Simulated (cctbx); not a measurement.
## From intensities to atoms

Cell a = 9.2680 Å, b = 9.2680 Å, c = 9.2680 Å, α = 90.00°, β = 90.00°, γ = 90.00°; space group I-43m (no. 217); content Br12 As8 Co6 O12.

Simulated single-crystal data (cctbx): Mo Kα, λ = 0.71073 Å, to d = 0.77 Å, 50 % of the full sphere, strongest reflection 40000 counts, noise from counting, a 6 % proportional error and a noise floor of 4 counts (s.d.); no absorption, and some extinction, which the refinements don't model.

2 earlier starts (other random phases, and plain and normalised amplitudes in turn) led nowhere (symmetry correlation 0.95 and 0.92).

Charge flipping in P1 on normalised amplitudes to 0.8 Å, δ = 1.2 σ, 10 % of the reflections treated as weak, 600 cycles:

```text
cycle      R  skewness
    0  0.579     0.39
   50  0.330     3.43
  100  0.319     3.36
  150  0.310     3.36
  200  0.322     3.29
  250  0.310     3.23
  300  0.315     3.24
  350  0.320     3.20
  400  0.325     3.29
  450  0.314     3.31
  500  0.294     3.37
  550  0.311     3.40
origin shift          correlation  skewness
 0.192 -0.001  0.571      0.896      0.40
 0.106  0.378  0.072      0.936      3.27
 0.249  0.023  0.690      0.929      1.21
-0.002  0.026  0.168      0.873      0.66
taken: symmetry correlation 0.936, skewness 3.27
peak      x       y       z  mult  height/sigma
Q1    0.1546  0.1546  0.8454    8      8.8
Q2    0.0000  0.0000  0.5000    6      8.7
Q3    0.0000  0.2500  0.5000   12      8.3
Q4    0.1345  0.3003  0.3003   24      2.9
Q5    0.0000  0.0000  0.2525   12      2.5
Q6    0.1027  0.1027  0.6476   24      1.9
Q7    0.1090  0.1090  0.2934   24      1.7
Q8    0.0000  0.0000  0.0000    2      1.7
Q9    0.9973  0.2250  0.2250   24      1.5
```

The origin is taken among those within 0.04 of the best correlation, by the skewness of the map.

Run time: 0.75 s on 1 thread of Arm Neoverse V2, on a shared host, peak memory 0.08 GiB.

Q: Assign the peaks.

Heights follow Z only loosely here, so the multiplicities, which must add up to the content, decide. First model: Q1 = As1 (8 in the cell, height 8.8), Q2 = Co1 (6 in the cell, height 8.7), Q3 = Br1 (12 in the cell, height 8.3) and Q5 = O1 (12 in the cell, height 2.5). Against the true structure, Q1 is As, Q2 is Co, Q3 is Br and Q5 is O; the other peaks are not atoms.

Least squares on F², isotropic:

```text
Rint 0.052, 192 unique reflections to 0.77 A
cycle     R1     wR2    GooF  max shift (A)
   1  0.2715  0.5509  19.970   0.07871
   2  0.0338  0.1108   4.017   0.00012
final R1 0.0338 wR2 0.1108 GooF 4.017  parameters 6  data/parameter 32.0
atom        x        y        z      Ueq    occ   su(xyz)  su(Uiso or U11)
As1    0.15006  0.15006  0.84994   0.0336  1.000  0.00011  0.0005
Co1    0.00000  0.00000  0.50000   0.0278  1.000  0.00000  0.0007
Br1    0.00000  0.25000  0.50000   0.0437  1.000  0.00000  0.0006
O1     0.00000  0.00000  0.24401   0.0483  1.000  0.00143  0.0030
difference map: max 1.46 min -1.20 rms 0.21
Q1    0.0000  0.1931  0.5000   24    1.50  0.53 A from Br1
Q2    0.0000  0.0721  0.5000   24    0.92  0.67 A from Co1
Q3    0.1757  0.1757  0.1757    8    0.81  2.39 A from O1
Q4    0.1748  0.1748  0.8252    8    0.61  0.40 A from As1
Q5    0.0005  0.1998  0.1998   24    0.58  1.54 A from As1
```

Anisotropic refinement:

```text
Rint 0.052, 192 unique reflections to 0.77 A
cycle     R1     wR2    GooF  max shift (A)
   1  0.0338  0.1108   4.072   0.02817
   2  0.0149  0.0295   1.085   0.00000
final R1 0.0149 wR2 0.0295 GooF 1.085  parameters 11  data/parameter 17.5
atom        x        y        z      Ueq    occ   su(xyz)  su(Uiso or U11)
As1    0.15013  0.15013  0.84987   0.0333  1.000  0.00003  0.0001
Co1    0.00000  0.00000  0.50000   0.0300  1.000  0.00000  0.0002
Br1    0.00000  0.25000  0.50000   0.0437  1.000  0.00000  0.0002
O1     0.00000  0.00000  0.24097   0.0506  1.000  0.00041  0.0013
Flack x: -0.00(2)
Hooft y: 0.003(21)  Bijvoet pairs: 78
difference map: max 0.28 min -0.60 rms 0.13
Q1    0.0676  0.0676  0.0676    8    0.29  1.83 A from O1
Q2    0.0717  0.0717  0.5625   24    0.28  1.10 A from Co1
Q3    0.0715  0.3015  0.3015   24    0.24  2.01 A from Br1
Q4    0.1966  0.1966  0.1966    8    0.22  2.46 A from As1
Q5    0.0781  0.2386  0.6719   48    0.21  1.75 A from Br1
Q6    0.0551  0.0551  0.6785   24    0.21  1.04 A from O1
```

**Reading.** The refinement ends at R1 = 0.0149, wR2 = 0.0295, GooF = 1.08, with difference density between -0.60 and 0.28 e/Å³. Every site matches the true model in element, within 0.001 Å r.m.s., up to an allowed shift of origin or inversion. Flack x = 0.00 with s.u. 0.02: x is within 3 s.u. of 0, so the absolute structure is right.

True model:

| atom | mult. | x | y | z | Ueq (Å²) |
| --- | --- | --- | --- | --- | --- |
| Br1 | 12 | 1/2 | 0 | 1/4 | 0.0440 |
| As1 | 8 | 0.1501 | 0.1501 | 0.8499 | 0.0338 |
| Co1 | 6 | 1/2 | 0 | 0 | 0.0303 |
| O1 | 12 | 0.7593 | 0 | 0 | 0.0504 |

The model was made for the exercise: a known structure type with other elements put in, its volume estimated, not relaxed; displacement parameters are assumed.

[Middle refinement cycles are left out of these outputs.]

[Logs are printed without paths, hosts, clocks, repeated set-up lines and the standing remarks that a program may print on its own settings, such as how far it seeks lower states.]
